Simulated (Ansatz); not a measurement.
**SnSe2 (P-3m1): a many-body input that goes wrong, and its mend**

Aim: the G0W0 gap of SnSe2 (P-3m1). The first input has a fault.

Program: Ansatz 0.2.0. Level of theory: G0W0 on PBE, plane waves, PAW; PAW set soft_1. Results are calculated unless marked as measured.

**1. Starting point**

The structure is trigonal, space group P-3m1 (No. 164). The conventional cell has a = 3.811 Å, b = 3.811 Å, c = 6.136 Å, α = 90.00°, β = 90.00°, γ = 120.00°. Nearest to Sn lie 6 Se at 2.72 Å. Nearest to Se lie 3 Sn at 2.72 Å. Farther neighbours and most contacts between anions are not listed.

Geometry: measured cell, ions relaxed with PBE. The runs that relaxed it are not among those shown.

**2. First try**

Input file input.yaml:

```yaml
crystal:
  lattice:
    - [3.811, 0.0, 0.0]
    - [-1.9055, 3.3004228138, 0.0]
    - [0.0, 0.0, 6.136]
  atoms:
    - { symbol: Sn, position: [0.0, 0.0, 0.0] }
    - { symbol: Se, position: [0.3333333333, 0.6666666667, 0.2614399677] }
    - { symbol: Se, position: [0.6666666667, 0.3333333333, 0.7385600323] }
kpoints:
  mp_grid: { grid: [2, 2, 2] }
hamiltonian:
  xc: pbe
  pseudopotentials: { kind: paw, azcp: { folder: soft_1 } }
scf:
  occupations: { method: fixed }
gw:
  n_empty_bands: 125
  ecut_chi: 80
  qp_bands: [v2, c2]
  qp_kpoints: band_edges
  screening: { model: contour_deformation }
```

Started as:

```sh
ansatz run input.yaml --threads 3 --pin off --max-ram 92160MiB --backend cuda --events-out ev --progress --plain --runs-dir out --devices 1 --max-vram 13GiB
```

Numbers of over 12 decimals in the logs are rounded to 6 here.

The log of the run:

```text
GPUs: using 1 of 1 available (devices: 1).
Engine: ansatz 0.2.0, x86_64-unknown-linux-gnu
Pseudopotentials: kind: paw
Pseudopotential: Sn, paw, valence charge 14, recommended cutoff 420 eV (normal), soft_1/Sn.paw.azcp
Pseudopotential: Se, paw, valence charge 16, recommended cutoff 420 eV (normal), soft_1/Se.paw.azcp
Functional definition: PBE
  parameter kappa = 0.804
  parameter beta = 0.066725
  exchange = pbe_x(kappa = kappa, mu = beta*pi^2/3)
  correlation = pbe_c(beta = beta)
concurrent solve slots: 2 of 3 are kept, ahead of what memory takes: no pass of the eigensolver takes more rounds on 2
device memory: the entry about to start is reckoned to put 0.8 GiB on a device that reports 54.1 GiB free (of which the cap on the GPU budget leaves the run 13.0 GiB)
GPU FFT provider: cuFFT
GPU libraries: cuBLAS 13.8.2, cuFFT 12.4.0, cuSOLVER 12.3.4
Crystal: 3 atoms, lattice volume = 77.178 Å³
Basis set: ecut = 420 eV, 1485 PW (Γ)
Bands: 28, of which v1, the nominal top of the filled ones, is band 23 counted from 1 (22 counted from 0)
Symmetry: 12 space group operations
Space group: P-3m1 (ITA 164), of the structure as read, at distance tolerance 4.3e-5 Å
k-points: 4 of 8
Non-local potential: Sn, projectors of the file, l = 0: 2, l = 1: 2, l = 2: 2, l = 3: 1
Non-local potential: Se, projectors of the file, l = 0: 2, l = 1: 2, l = 2: 3, l = 3: 1
PAW form: soft (Blöchl's): semilocal exchange-correlation on the pseudo side does not see the compensation charge
PAW one-centre angular grid: Sn, 590 points (default); XC on 64 Gauss nodes
PAW one-centre angular grid: Se, 590 points (default); XC on 64 Gauss nodes
Initial density: superposition of atomic densities (chi_scale 0.1, normalization cell, long waves kept (reshape's long-wave potential 0.10 eV rms))
Initial wavefunctions: pseudopotential atomic-orbital guess
GPU buffer pool allocated for 32805 grid points (all kernels)
GPU transforms: local potential and band sums: pruned to the plane-wave sphere, on 25×25×45
Functional: x = pbe(κ = 0.804, μ = 0.219515), c = pbe(β = 0.066725)
SCF iter   1: F=—  HF=-16962.076852 eV  |F-HF|=—  |Δ(HF+E_count)|=         —  Δρ=3.43e-2  dr2=1.52e0  ethr=3.10e-3  ⟨swp⟩=5.0  Hψ=406  notcnv=0  defer=11
preconditioner: auto → Resta (q_TF=auto, 2.503 Å⁻¹)  ε∞=4.3  [insulator: Δε(μ)=0.635 eV  Ē_g=9.275 eV  n_scr=22 (ndim 8)  ℏωp=16.9 eV  f_vac=0.027  ε∞_Penn≈4.3]
SCF iter   2: F=—  HF=-16961.800081 eV  |F-HF|=—  |Δ(HF+E_count)|=   2.77e-1  Δρ=1.87e-2  dr2=2.98e-1  ethr=3.10e-3  ⟨swp⟩=2.0  Hψ=159  notcnv=0  defer=7
SCF iter   3: F=—  HF=-16961.755825 eV  |F-HF|=—  |Δ(HF+E_count)|=   4.43e-2  Δρ=5.12e-3  dr2=2.15e-2  ethr=6.48e-4  ⟨swp⟩=2.0  Hψ=136  notcnv=0  defer=12
SCF iter   4: F=—  HF=-16961.760577 eV  |F-HF|=—  |Δ(HF+E_count)|=   4.75e-3  Δρ=1.27e-3  dr2=1.69e-3  ethr=4.68e-5  ⟨swp⟩=2.0  Hψ=206  notcnv=0  defer=12
SCF iter   5: F=—  HF=-16961.761656 eV  |F-HF|=—  |Δ(HF+E_count)|=   1.08e-3  Δρ=6.22e-4  dr2=2.80e-4  ethr=3.68e-6  ⟨swp⟩=2.0  Hψ=208  notcnv=0  defer=12
SCF iter   6: F=—  HF=-16961.762237 eV  |F-HF|=—  |Δ(HF+E_count)|=   5.81e-4  Δρ=1.57e-4  dr2=2.30e-5  ethr=6.09e-7  ⟨swp⟩=2.0  Hψ=208  notcnv=0  defer=12
SCF iter   7: F=—  HF=-16961.762287 eV  |F-HF|=—  |Δ(HF+E_count)|=   4.93e-5  Δρ=4.74e-5  dr2=1.44e-6  ethr=5.01e-8  ⟨swp⟩=2.0  Hψ=209  notcnv=0  defer=7
SCF iter   8: F=-16961.762293 eV  HF=-16961.762292 eV  |F-HF|=3.27e-7  |Δ(HF+E_count)|=   5.83e-6  Δρ=1.01e-5  dr2=9.02e-8  ethr=2.17e-10  ⟨swp⟩=8.2  Hψ=542  notcnv=0
SCF 1 converged in 8 iterations: F = -16961.762293 eV  dr2 = 9.02e-8
[...]
concurrent solve slots: 2 of 3 are kept, ahead of what memory takes: no pass of the eigensolver takes more rounds on 2
device memory: the entry about to start is reckoned to put 1.1 GiB on a device that reports 56.3 GiB free (of which the cap on the GPU budget leaves the run 13.0 GiB)
NSCF: frozen V_eff on 4 k-points
[...]
concurrent solve slots: 2 of 3 are kept, ahead of what memory takes: no pass of the eigensolver takes more rounds on 2
device memory: the entry about to start is reckoned to put 2.1 GiB on a device that reports 57.3 GiB free (of which the cap on the GPU budget leaves the run 13.0 GiB)
NSCF: frozen V_eff on 4 k-points
G₀W₀ screening: q 1/4
[... further progress lines ...]
device memory: the entry about to start is reckoned to put 0.4 GiB on a device that reports 59.2 GiB free (of which the cap on the GPU budget leaves the run 13.0 GiB)
NSCF: frozen V_eff on 1 k-points
device memory: the entry about to start is reckoned to put 0.4 GiB on a device that reports 59.2 GiB free (of which the cap on the GPU budget leaves the run 13.0 GiB)
NSCF: frozen V_eff on 1 k-points
device memory: the entry about to start is reckoned to put 0.4 GiB on a device that reports 59.2 GiB free (of which the cap on the GPU budget leaves the run 13.0 GiB)
NSCF: frozen V_eff on 1 k-points
device memory: the entry about to start is reckoned to put 0.4 GiB on a device that reports 59.1 GiB free (of which the cap on the GPU budget leaves the run 13.0 GiB)
NSCF: frozen V_eff on 1 k-points
SCF converged after 8 iterations
Free energy (F): -16961.762293 eV
Harris-Foulkes:  -16961.762292 eV  (|F-HF|=3.27e-7)
Internal energy: -16961.762293 eV  (E = F + TS)
E sigma→0 (E₀):  -16961.762293 eV
Fermi energy:    7.967207 eV
--- Per-component energies (eV) ---
  E_band       = -857.540826
  E_kinetic    = 394.275846
  E_local      = -6556.188737  (includes V_loc(G=0)·N_el)
  E_nonlocal   = -563.908042
  E_hartree    = 3416.364091
  E_xc         = -296.466690
  E_vxc        = -261.650608  (∫ρ·V_xc dr)
  E_paw        = -8631.649993  (= ΣΔE_a)
  E_vpaw       = -702.792596  (= ΣTr[D̂ρ^β])
  E_aug_tail   = -0.000477  (compensation charges beyond the density's cutoff)
  E_ewald      = -4724.188291
  E_smearing   = -0.000000  (= −TS)
  E_closure    = 0.000000  (closes the sum)
  Σ components = -16961.762293   (vs F -16961.762293, Δ=0.00e0)
--- Band table (eV) ---
  k-point 0: bands = [... 19 lower, 7.5281, 7.7522, 7.7522, 7.8937, 8.9450, 11.1377, 12.6411, 12.6411, ... 1 higher]
  k-point 1: bands = [... 19 lower, 7.3932, 7.3932, 7.9672, 7.9672, 10.5577, 11.0125, 12.3171, 12.3171, ... 1 higher]
  k-point 2: bands = [... 19 lower, 4.9235, 5.5636, 6.5354, 7.8250, 9.2176, 11.6760, 13.0921, 13.2198, ... 1 higher]
  k-point 3: bands = [... 19 lower, 5.7953, 5.9949, 7.0656, 7.3111, 8.7113, 11.9868, 12.6502, 13.7479, ... 1 higher]
--- G₀W₀: contour deformation, 7 samples at zero and on the imaginary axis and 1 off it, 8 q-points, 125 empty bands' worth ---
  eigenvalues of the whole cell's RPA ε∞ on this k-mesh (on a slab, of 1 + 4πα/V) = 36.4444, 40.0054, 40.0054; static W/v taken at q = 0 is 0.025116
  bands read: the sum over 148 bands ends inside a degenerate multiplet in 1 slot, whose members it reads at an even weight; the widest, k=1: bands 148 to 149 (counted from 1) at 1/2 each
  gw.qp_kpoints: band_edges: 4 of 4 stored k-points solved, in 1 pass; an edge of the gap read off the rows below is read off those points alone
    ik  band        ε_KS         Σx   Σc(E_QP)       V_xc       Z   E_QP_lin       E_QP  E_QP is
     0    22      7.7522   -18.5239     2.9159   -15.4376  0.6889     7.5801     7.5818  root
     0    23      7.8937   -17.4821     1.8755   -15.5115  0.7401     7.7985     7.7987  root
     0    24      8.9450   -10.9089    -4.0100   -15.1841  0.7576     9.2118     9.2102  root
     0    25     11.1377    -7.1569    -4.9181   -12.1667  0.7576    11.2298    11.2294  root
     1    22      7.9672   -18.6462     2.8128   -15.6550  0.7001     7.7874     7.7888  root
     1    23      7.9672   -18.6462     2.8128   -15.6550  0.7001     7.7874     7.7888  root
     1    24     10.5577   -11.1774    -4.6334   -16.0019  0.7118    10.7593    10.7487  root
     1    25     11.0125    -7.5200    -4.8782   -12.5195  0.7553    11.1341    11.1337  root
     2    22      6.5354   -15.7966     2.2355   -13.4817  0.7490     6.4584     6.4560  root
     2    23      7.8250   -18.2851     2.6461   -15.4790  0.6898     7.6633     7.6650  root
     2    24      9.2176   -11.0980    -3.5088   -14.6966  0.7256     9.3080     9.3074  root
     2    25     11.6760    -7.6202    -4.5682   -12.2590  0.7497    11.7475    11.7466  root
     3    22      7.0656   -16.5406     2.0197   -14.4031  0.7208     6.9449     6.9477  root
     3    23      7.3111   -17.8912     2.9195   -14.8506  0.6181     7.1896     7.1900  root
     3    24      8.7113   -11.0700    -3.2692   -14.4352  0.7401     8.8073     8.8072  root
     3    25     11.9868    -7.4149    -4.2628   -11.6666  0.7688    11.9757    11.9757  root
```

It took 10 s on 1 × NVIDIA H100 80GB HBM3 (shared by 6 runs) with 3 threads of AMD EPYC 7R13 (Zen 3), shared host; peak memory 1 GiB; 5.9 s of CPU time.

**What went wrong?**

The run ended normally, though the input holds a fault or crude settings.

The fault: G0W0 on a mesh far too coarse. So few points can't sample the density or the screening, and the band edges may lie elsewhere in the zone.

It printed a gap of 1.01 eV, which is an artefact of the settings.

**3. A better input**

G0W0 replaces the xc potential by the self-energy, built once from these orbitals. Only a window of levels is corrected, while the sums run over the empty bands that the input names. This step takes PAW set soft_1 files.

input.yaml: that of step 2 with these lines changed.

```diff
@@ -10,3 +10,3 @@
 kpoints:
-  mp_grid: { grid: [2, 2, 2] }
+  mp_grid: { grid: [6, 6, 4] }
 hamiltonian:
@@ -17,4 +17,4 @@
 gw:
-  n_empty_bands: 125
-  ecut_chi: 80
+  n_empty_bands: 230
+  ecut_chi: 120
   qp_bands: [v2, c2]
```

The log of the run:

```text
GPUs: using 1 of 1 available (devices: 1).
[...]
GPU FFT provider: cuFFT
GPU libraries: cuBLAS 13.8.2, cuFFT 12.4.0, cuSOLVER 12.3.4
Crystal: 3 atoms, lattice volume = 77.178 Å³
Basis set: ecut = 420 eV, 1485 PW (Γ)
Bands: 28, of which v1, the nominal top of the filled ones, is band 23 counted from 1 (22 counted from 0)
[... 1 set-up line as in the run before ...]
[...]
k-points: 24 of 144
[...]
GPU buffer pool allocated for 32805 grid points (all kernels)
[...]
SCF iter   1: F=—  HF=-16963.819844 eV  |F-HF|=—  |Δ(HF+E_count)|=         —  Δρ=3.23e-2  dr2=1.66e0  ethr=3.10e-3  ⟨swp⟩=5.0  Hψ=2578  notcnv=0  defer=67
[...]
SCF iter   8: F=-16963.419068 eV  HF=-16963.419068 eV  |F-HF|=1.94e-7  |Δ(HF+E_count)|=   4.23e-6  Δρ=7.68e-6  dr2=8.43e-8  ethr=2.17e-10  ⟨swp⟩=7.8  Hψ=3157  notcnv=0
SCF 1 converged in 8 iterations: F = -16963.419068 eV  dr2 = 8.43e-8
[...]
0    22      7.6111   -17.4925     1.6488   -15.4207  0.7215     7.1810     7.1883  root
     0    23      7.7880   -17.6626     1.6583   -15.5492  0.7305     7.3263     7.3331  root
     0    24      8.8794   -11.9369    -3.1384   -15.2112  0.7699     9.0155     9.0152  root
     0    25     11.0728    -8.1307    -4.0547   -12.2763  0.7749    11.1639    11.1637  root
     1    22      7.7348   -17.5248     1.5659   -15.5328  0.7261     7.3025     7.3088  root
     1    23      7.7348   -17.5248     1.5659   -15.5328  0.7261     7.3025     7.3088  root
     1    24      9.8595   -12.3035    -3.3000   -15.7335  0.7539     9.9900     9.9895  root
     1    25     11.0538    -8.4206    -4.0705   -12.5975  0.7730    11.1605    11.1602  root
[...]
23    22      7.5327   -17.3922     1.7299   -15.1997  0.7218     7.0616     7.0702  root
    23    23      7.5327   -17.3922     1.7299   -15.1997  0.7218     7.0616     7.0702  root
    23    24     10.1903   -11.9121    -3.8127   -15.8864  0.7150    10.3523    10.3518  root
    23    25     12.2199    -7.9741    -4.2169   -12.2840  0.7711    12.3130    12.3128  root
[key lines of the parts left out:]
SCF converged after 8 iterations
Free energy (F): -16963.419068 eV
Fermi energy:    7.889192 eV
```

The job ended after 40 s (1 × NVIDIA H100 80GB HBM3 (shared by 6 runs) with 3 threads; peak memory 1.5 GiB).

Numbers from this step:

| Property | Result |
| --- | --- |
| bands summed | 253 |
| RPA ε∞ on this mesh (eigenvalues) | 11.01, 14.42, 14.42 |
| plane waves in the screening matrix | 245 |
| q-points in the mesh | 144 |
| G0W0 gap on the mesh | 1.168 eV |
| k of the valence top | 0, 0.1667, -0.25 |
| k of the conduction bottom | 0, -0.5, -0.5 |
| starting gap on the mesh | 0.7024 eV |
| Z at the valence top | 0.7291 |
| Z at the conduction bottom | 0.7526 |
| least direct G0W0 gap on the computed points | 1.682 eV |

The gap on the mesh goes from 0.70 eV to 1.17 eV, a correction of +0.47 eV. Between the two edge states, bare exchange in place of the xc potential would open the gap by 4.81 eV, and correlation takes back 4.34 eV.

**4. Summary of results**

```yaml
first_try: converged after 10 s
better_run: G0W0 gap on the mesh 1.17 eV (6×6×4 mesh, 230 empty bands, screening to 120 eV, PAW set soft_1 files)
```

The second run differs in: mesh, empty bands and screening cutoff (eV). Bands and cutoff are finite, so the gap is not at the basis limit. The miss can reach some tenths of an eV and take either sign; the mesh is an error of its own. The 6×6×4 mesh is coarse for this cell (its supercell is 23 Å along the shortest edge). The RPA ε∞ on it, from the PBE start, is 11.01 and 14.42; such meshes misread the long-range screening, most where the gap is narrow. The many-body steps are scalar-relativistic: spin-orbit coupling is not in them.

[Paths, hosts, dates, memory and timing lines, banners, echoed tables and standing remarks are left out of the program output.]

[Logs are printed without paths, hosts, clocks, repeated set-up lines and the standing remarks that a program may print on its own settings, such as how far it seeks lower states.]

[Runs of the session that timed out or met a known fault of the program may be left out.]

[Cells called generated may have been cut or substituted from an entry of the Crystallography Open Database or the Materials Project.]

[Hosts, paths, dates, database ids (printed as entryN), source tags and the programs' standing remarks are cut or masked in the printed files.]
